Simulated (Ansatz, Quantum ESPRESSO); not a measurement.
## TbS (Fm-3m): phonons and their coupling to the electrons

How strong is the electron-phonon coupling in TbS (Fm-3m)?

Program: Quantum ESPRESSO 7.5. Level of theory: DFT PBEsol, scalar-relativistic, plane waves, PseudoDojo norm-conserving, 4f in core pseudopotentials. Results are calculated unless marked as measured.

### Step 1. The structure

The structure is cubic, space group Fm-3m (No. 225). The conventional cell has a = 5.516 Å, b = 5.516 Å, c = 5.516 Å, α = 90.00°, β = 90.00°, γ = 90.00°. Nearest to Tb lie 6 S at 2.76 Å. Nearest to S lie 6 Tb at 2.76 Å. Farther neighbours and most contacts between anions are not listed.

### Step 2. A probe with smearing

A cheap run with smearing and empty bands tells whether the crystal has a gap, which decides between fixed occupations and smearing later on.

probe.in reads:

```
&CONTROL
  calculation = 'scf'
  prefix      = 'x'
  outdir      = './tmp'
  pseudo_dir  = './pseudo'
  tprnfor     = .true.
  tstress     = .true.
  verbosity   = 'high'
/
&SYSTEM
  ibrav       = 0
  nat         = 2
  ntyp        = 2
  ecutwfc     = 42.0
  input_dft   = 'pbesol'
  occupations = 'smearing'
  smearing    = 'gaussian'
  degauss     = 0.01
/
&ELECTRONS
  conv_thr         = 1.0d-07
  mixing_beta      = 0.7
  electron_maxstep = 100
/
ATOMIC_SPECIES
 Tb    158.9254  Tb.upf
 S      32.0600  S.upf
CELL_PARAMETERS angstrom
    -2.758000000    0.000000000    2.758000000
     0.000000000    2.758000000    2.758000000
    -2.758000000    2.758000000    0.000000000
ATOMIC_POSITIONS crystal
 Tb     0.000000000   0.000000000   0.000000000
 S      0.500000000   0.500000000   0.500000000
K_POINTS automatic
 6 6 6 0 0 0
```

Launch:

```console
> OMP_NUM_THREADS=1 mpirun -n 4 pw.x -nk 4 -in probe.in > probe.out
```

The log of the run:

```text
[banners, grids, parts of the stress and lines that vanish by symmetry left out]
Program PWSCF v.7.5
     IMPORTANT: XC functional enforced from input :
     Exchange-correlation= PBESOL
                           (   1   4  10   8   0   0   0)
[...]
kinetic-energy cutoff     =      42.0000  Ry
     charge density cutoff     =     168.0000  Ry
     scf convergence threshold =      1.0E-07
[...]
Exchange-correlation= PBESOL
                           (   1   4  10   8   0   0   0)
[...]
48 Sym. Ops., with inversion, found
[...]
(     0          1          0      )
                  (     0          0          1      )
[...]
(  0.0000000  1.0000000  0.0000000 )
                  ( -0.0000000 -0.0000000  1.0000000 )
[...]
(     1          0         -1      )
[...]
( -0.0000000 -1.0000000 -0.0000000 )
[...]
(     0          1         -1      )
                  (     0          1          0      )
[...]
( -1.0000000  0.0000000  0.0000000 )
                  (  0.0000000  1.0000000 -0.0000000 )
[...]
number of k points=    16  Gaussian smearing, width (Ry)=  0.0100
[...]
End of self-consistent calculation
[...]
the Fermi energy is    12.7110 ev
!    total energy              =    -107.44942624 Ry
[...]
convergence has been achieved in   7 iterations
[...]
atom    1 type  1   force =    -0.00000000   -0.00000000   -0.00000000
     atom    2 type  2   force =    -0.00000000    0.00000000    0.00000000
[...]
Total force =     0.000000     Total SCF correction =     0.000000
[...]
total   stress  (Ry/bohr**3)                   (kbar)     P=      -31.30
[...]
XML data file, charge density, pseudopotentials, collected wavefunctions

   JOB DONE.
```

Wall time 2.4 s (4 MPI ranks of Intel Xeon 6975P-C (Granite Rapids), shared host); 8.3 s of CPU time.

Numbers from this step:

```yaml
volume_per_atom: 20.98 Å³
pressure: -3.130 GPa
gap_on_the_k_mesh: 0 eV
```

No gap opens on this mesh, so smearing is kept; the start stands at -3.1 GPa.

### Step 3. Relaxation

Frequencies change by per cents with a per cent of volume, so the structure is first brought to rest at this level of theory.

relax.in reads:

```
&CONTROL
  calculation   = 'vc-relax'
  prefix        = 'x'
  outdir        = './tmp'
  pseudo_dir    = './pseudo'
  tprnfor       = .true.
  tstress       = .true.
  forc_conv_thr = 2.0d-05
  etot_conv_thr = 1.0d-07
  nstep         = 40
/
&SYSTEM
  ibrav       = 0
  nat         = 2
  ntyp        = 2
  ecutwfc     = 42.0
  input_dft   = 'pbesol'
  occupations = 'smearing'
  smearing    = 'mv'
  degauss     = 0.02
/
&ELECTRONS
  conv_thr         = 1.0d-11
  mixing_beta      = 0.7
  electron_maxstep = 100
/
&IONS
/
&CELL
  press_conv_thr = 0.1
/
ATOMIC_SPECIES
 Tb    158.9254  Tb.upf
 S      32.0600  S.upf
CELL_PARAMETERS angstrom
    -2.758000000    0.000000000    2.758000000
     0.000000000    2.758000000    2.758000000
    -2.758000000    2.758000000    0.000000000
ATOMIC_POSITIONS crystal
 Tb     0.000000000   0.000000000   0.000000000
 S      0.500000000   0.500000000   0.500000000
K_POINTS automatic
 10 10 10 0 0 0
```

Launch:

```console
> OMP_NUM_THREADS=1 mpirun -n 4 pw.x -nk 4 -in relax.in > relax.out
```

The log of the run:

```text
[banners, grids, parts of the stress and lines that vanish by symmetry left out]
[banner, memory and clock lines left out]
Program PWSCF v.7.5

[...]
Exchange-correlation= PBESOL
                           (   1   4  10   8   0   0   0)
[...]
kinetic-energy cutoff     =      42.0000  Ry
     charge density cutoff     =     168.0000  Ry
     scf convergence threshold =      1.0E-11
[...]
energy convergence thresh.=      1.0E-07
     force convergence thresh. =      2.0E-05
     press convergence thresh. =      1.0E-01
     Exchange-correlation= PBESOL
                           (   1   4  10   8   0   0   0)
[...]
48 Sym. Ops., with inversion, found
[...]
number of k points=    47  Marzari-Vanderbilt smearing, width (Ry)=  0.0200
[...]
End of self-consistent calculation
[...]
the Fermi energy is    12.6577 ev
!    total energy              =    -107.44702733 Ry
[...]
convergence has been achieved in  11 iterations
[...]
atom    1 type  1   force =     0.00000000    0.00000000    0.00000000
     atom    2 type  2   force =    -0.00000000    0.00000000   -0.00000000
     Total force =     0.000000     Total SCF correction =     0.000000
[...]
total   stress  (Ry/bohr**3)                   (kbar)     P=      -30.53
[...]
number of bfgs steps    =   0
[...]
CELL_PARAMETERS (angstrom)
[...]
ATOMIC_POSITIONS (crystal)
Tb              -0.0000000000        0.0000000000       -0.0000000000
S                0.5000000000        0.5000000000        0.5000000000
[...]
New effective cutoffs (rho, wfc):  168.88   42.43
[...]
End of self-consistent calculation
[...]
the Fermi energy is    12.8655 ev
!    total energy              =    -107.44770315 Ry
[...]
convergence has been achieved in   6 iterations
[...]
atom    1 type  1   force =     0.00000000    0.00000000    0.00000000
     atom    2 type  2   force =    -0.00000000   -0.00000000    0.00000000
     Total force =     0.000000     Total SCF correction =     0.000000
[...]
total   stress  (Ry/bohr**3)                   (kbar)     P=      -14.60
[...]
number of bfgs steps    =   1
[...]
CELL_PARAMETERS (angstrom)
[...]
ATOMIC_POSITIONS (crystal)
Tb              -0.0000000000        0.0000000000       -0.0000000000
S                0.5000000000        0.5000000000        0.5000000000
[...]
New effective cutoffs (rho, wfc):  170.48   42.83
[...]
End of self-consistent calculation
[...]
the Fermi energy is    13.0550 ev
!    total energy              =    -107.44788990 Ry
[...]
convergence has been achieved in   7 iterations
[...]
atom    1 type  1   force =    -0.00000000   -0.00000000    0.00000000
     atom    2 type  2   force =     0.00000000    0.00000000    0.00000000
     Total force =     0.000000     Total SCF correction =     0.000000
[...]
total   stress  (Ry/bohr**3)                   (kbar)     P=        0.69
[...]
number of bfgs steps    =   2
[...]
CELL_PARAMETERS (angstrom)
[...]
ATOMIC_POSITIONS (crystal)
[...]
New effective cutoffs (rho, wfc):  170.41   42.81
[...]
End of self-consistent calculation
[...]
the Fermi energy is    13.0466 ev
!    total energy              =    -107.44789029 Ry
[...]
convergence has been achieved in   5 iterations
[...]
atom    1 type  1   force =     0.00000000   -0.00000000    0.00000000
     atom    2 type  2   force =    -0.00000000    0.00000000   -0.00000000
     Total force =     0.000000     Total SCF correction =     0.000000
[...]
total   stress  (Ry/bohr**3)                   (kbar)     P=       -0.01
[...]
number of bfgs steps    =   3
[...]
small trust_radius: resetting bfgs history
[...]
CELL_PARAMETERS (angstrom)
[...]
ATOMIC_POSITIONS (crystal)
[...]
New effective cutoffs (rho, wfc):  170.41   42.81
[...]
End of self-consistent calculation
[...]
the Fermi energy is    13.0467 ev
!    total energy              =    -107.44789029 Ry
[...]
convergence has been achieved in   3 iterations
[...]
atom    1 type  1   force =    -0.00000000    0.00000000    0.00000000
     atom    2 type  2   force =     0.00000000   -0.00000000   -0.00000000
     Total force =     0.000000     Total SCF correction =     0.000000
[...]
total   stress  (Ry/bohr**3)                   (kbar)     P=       -0.01
[...]
bfgs converged in   5 scf cycles and   4 bfgs steps
[...]
End of BFGS Geometry Optimization
     Final enthalpy           =    -107.4478902905 Ry
     File ./tmp/x.bfgs deleted, as requested
[...]
CELL_PARAMETERS (angstrom)
[...]
ATOMIC_POSITIONS (crystal)
Tb               0.0000000000       -0.0000000000       -0.0000000000
S                0.5000000000        0.5000000000        0.5000000000
[...]
Final scf calculation at the relaxed structure.
[...]
kinetic-energy cutoff     =      42.0000  Ry
     charge density cutoff     =     168.0000  Ry
     scf convergence threshold =      1.0E-13
[...]
press convergence thresh. =      1.0E-01
     Exchange-correlation= PBESOL
                           (   1   4  10   8   0   0   0)
[...]
48 Sym. Ops., with inversion, found
[...]
number of k points=    47  Marzari-Vanderbilt smearing, width (Ry)=  0.0200
[...]
c_bands:  1 eigenvalues not converged
     c_bands:  1 eigenvalues not converged
     c_bands:  1 eigenvalues not converged
     c_bands:  2 eigenvalues not converged
[...]
End of self-consistent calculation
[...]
the Fermi energy is    13.0467 ev
!    total energy              =    -107.44761649 Ry
[...]
convergence has been achieved in  11 iterations
[...]
atom    1 type  1   force =     0.00000000    0.00000000    0.00000000
     atom    2 type  2   force =     0.00000000   -0.00000000    0.00000000
     Total force =     0.000000     Total SCF correction =     0.000000
[...]
total   stress  (Ry/bohr**3)                   (kbar)     P=       -1.29
[...]
XML data file, charge density, pseudopotentials, collected wavefunctions
```

Run time: 12 s. Hardware: 4 MPI ranks; 46 s of CPU time.

Relaxation path:

```csv
step,energy less that of the first step (eV),largest force (eV/Å),pressure (GPa),volume (Å³)
1,0.0000,0.0000,-3.05,41.96
2,-0.0092,0.0000,-1.46,41.31
3,-0.0117,0.0000,0.07,40.73
4,-0.0117,0.0000,0.00,40.76
5,-0.0117,0.0000,0.00,40.76
6,-0.0080,0.0000,-0.13,40.76
```

```
conventional cell, symmetrised  before  after  change
                         a (Å)   5.516  5.463  -1.0 %
                         b (Å)   5.516  5.463  -1.0 %
                         c (Å)   5.516  5.463  -1.0 %
              volume (Å³/atom)   20.98  20.38  -2.9 %
```

Final coordinates:

```xyz
2
Lattice="-2.7314 0.0000 2.7314 0.0000 2.7314 2.7314 -2.7314 2.7314 0.0000" Properties=species:S:1:pos:R:3 pbc="T T T"
Tb    0.0000    0.0000    0.0000
S    -2.7314    2.7314    2.7314
```

The last row of the table of steps is pw.x's closing run on a basis chosen anew for the final cell, so its energy can jump.

Read from the output:

| Item | Value |
| --- | --- |
| volume per atom | 20.38 Å³ |
| pressure | -0.129 GPa |

The volume changes by -2.9 % from the cell with which this run began.

### Step 4. Ground state

Perturbation theory inherits every error of the wavefunctions, so the threshold is set near the limit of the arithmetic. Smearing stays on, as the first look found no gap above 0.3 eV.

scf.in reads:

```
&CONTROL
  calculation = 'scf'
  prefix      = 'x'
  outdir      = './tmp'
  pseudo_dir  = './pseudo'
  tprnfor     = .true.
  tstress     = .true.
/
&SYSTEM
  ibrav       = 0
  nat         = 2
  ntyp        = 2
  ecutwfc     = 42.0
  input_dft   = 'pbesol'
  occupations = 'smearing'
  smearing    = 'mv'
  degauss     = 0.02
/
&ELECTRONS
  conv_thr         = 1.0d-12
  mixing_beta      = 0.7
  electron_maxstep = 100
/
ATOMIC_SPECIES
 Tb    158.9254  Tb.upf
 S      32.0600  S.upf
CELL_PARAMETERS angstrom
    -2.731401651    0.000000000    2.731401651
     0.000000000    2.731401651    2.731401651
    -2.731401651    2.731401651    0.000000000
ATOMIC_POSITIONS crystal
 Tb     0.000000000   0.000000000   0.000000000
 S      0.500000000   0.500000000   0.500000000
K_POINTS automatic
 12 12 12 0 0 0
```

Launch:

```console
> OMP_NUM_THREADS=1 mpirun -n 4 pw.x -nk 4 -in scf.in > scf.out
```

The log of the run:

```text
[banners, grids, parts of the stress and lines that vanish by symmetry left out]
[banner, memory and clock lines left out]
Program PWSCF v.7.5

[...]
Exchange-correlation= PBESOL
                           (   1   4  10   8   0   0   0)
[...]
kinetic-energy cutoff     =      42.0000  Ry
     charge density cutoff     =     168.0000  Ry
     scf convergence threshold =      1.0E-12
[...]
Exchange-correlation= PBESOL
                           (   1   4  10   8   0   0   0)
[...]
48 Sym. Ops., with inversion, found
[...]
number of k points=    72  Marzari-Vanderbilt smearing, width (Ry)=  0.0200
[...]
End of self-consistent calculation
[...]
the Fermi energy is    12.9888 ev
!    total energy              =    -107.44805525 Ry
[...]
convergence has been achieved in  12 iterations
[...]
atom    1 type  1   force =     0.00000000    0.00000000    0.00000000
     atom    2 type  2   force =     0.00000000    0.00000000    0.00000000
     Total force =     0.000000     Total SCF correction =     0.000000
[...]
total   stress  (Ry/bohr**3)                   (kbar)     P=       -1.89
[...]
XML data file, charge density, pseudopotentials, collected wavefunctions
```

It took 6.2 s on 4 MPI ranks.

This step gave:

```yaml
pressure: -0.1890 GPa
```

The cell stands at -0.19 GPa, close enough for phonons.

### Step 5. Levels on a dense mesh

The coupling is a sum over pairs of states at the Fermi level and needs a much denser mesh than the density does.

scf_fit.in, as its differences from scf.in of step 4:

```diff
@@ -17,5 +17,6 @@
   degauss     = 0.02
+  la2F        = .true.
 /
 &ELECTRONS
-  conv_thr         = 1.0d-12
+  conv_thr         = 1.0d-10
   mixing_beta      = 0.7
@@ -34,2 +35,2 @@
 K_POINTS automatic
- 12 12 12 0 0 0
+ 24 24 24 0 0 0
```

Launch:

```console
> OMP_NUM_THREADS=1 mpirun -n 4 pw.x -nk 4 -in scf_fit.in > scf_fit.out
```

The log of the run:

```text
[banners, grids, parts of the stress and lines that vanish by symmetry left out]
[banner, memory and clock lines left out]
Program PWSCF v.7.5

[...]
Exchange-correlation= PBESOL
                           (   1   4  10   8   0   0   0)
[...]
kinetic-energy cutoff     =      42.0000  Ry
     charge density cutoff     =     168.0000  Ry
     scf convergence threshold =      1.0E-10
[...]
Exchange-correlation= PBESOL
                           (   1   4  10   8   0   0   0)
[...]
48 Sym. Ops., with inversion, found
[...]
number of k points=   413  Marzari-Vanderbilt smearing, width (Ry)=  0.0200
[...]
End of self-consistent calculation
[...]
the Fermi energy is    13.0048 ev
!    total energy              =    -107.44783418 Ry
[...]
convergence has been achieved in  10 iterations
[...]
atom    1 type  1   force =     0.00000000    0.00000000   -0.00000000
     atom    2 type  2   force =     0.00000000    0.00000000   -0.00000000
     Total force =     0.000000     Total SCF correction =     0.000000
[...]
total   stress  (Ry/bohr**3)                   (kbar)     P=       -1.56
[...]
XML data file, charge density, pseudopotentials, collected wavefunctions
```

It took 21 s on 4 MPI ranks; 83 s of CPU time.

This step gave:

| Property | Result |
| --- | --- |
| pressure | -0.156 GPa |

### Step 6. Ground state

The run on the dense mesh left its levels for the electron-phonon sums; ph.x needs the ground state on the coarse mesh, so pw.x runs once more in the same folder.

scf.in is that of step 4.

Launch:

```console
> OMP_NUM_THREADS=1 mpirun -n 4 pw.x -nk 4 -in scf.in > scf.out
```

The log of the run:

```text
[banners, grids, parts of the stress and lines that vanish by symmetry left out]
[banner, memory and clock lines left out]
Program PWSCF v.7.5

[...]
Exchange-correlation= PBESOL
                           (   1   4  10   8   0   0   0)
[...]
kinetic-energy cutoff     =      42.0000  Ry
     charge density cutoff     =     168.0000  Ry
     scf convergence threshold =      1.0E-12
[...]
Exchange-correlation= PBESOL
                           (   1   4  10   8   0   0   0)
[...]
48 Sym. Ops., with inversion, found
[...]
number of k points=    72  Marzari-Vanderbilt smearing, width (Ry)=  0.0200
[...]
End of self-consistent calculation
[...]
the Fermi energy is    12.9888 ev
!    total energy              =    -107.44805525 Ry
[...]
convergence has been achieved in  12 iterations
[...]
atom    1 type  1   force =    -0.00000000    0.00000000   -0.00000000
     atom    2 type  2   force =     0.00000000   -0.00000000    0.00000000
     Total force =     0.000000     Total SCF correction =     0.000000
[...]
total   stress  (Ry/bohr**3)                   (kbar)     P=       -1.89
[...]
XML data file, charge density, pseudopotentials, collected wavefunctions
```

The job ended after 4.8 s (4 MPI ranks; 18 s of CPU time).

Read from the output:

```yaml
pressure: -0.1890 GPa
```

[end of part 1 of 4]

[Host names and launcher messages were left out of these logs when they were recorded.]

[Logs are printed without paths, hosts, clocks, repeated set-up lines and the standing remarks that a program may print on its own settings, such as how far it seeks lower states.]

[Hosts, paths, dates, database ids (printed as entryN), source tags and the programs' standing remarks are cut or masked in the printed files.]
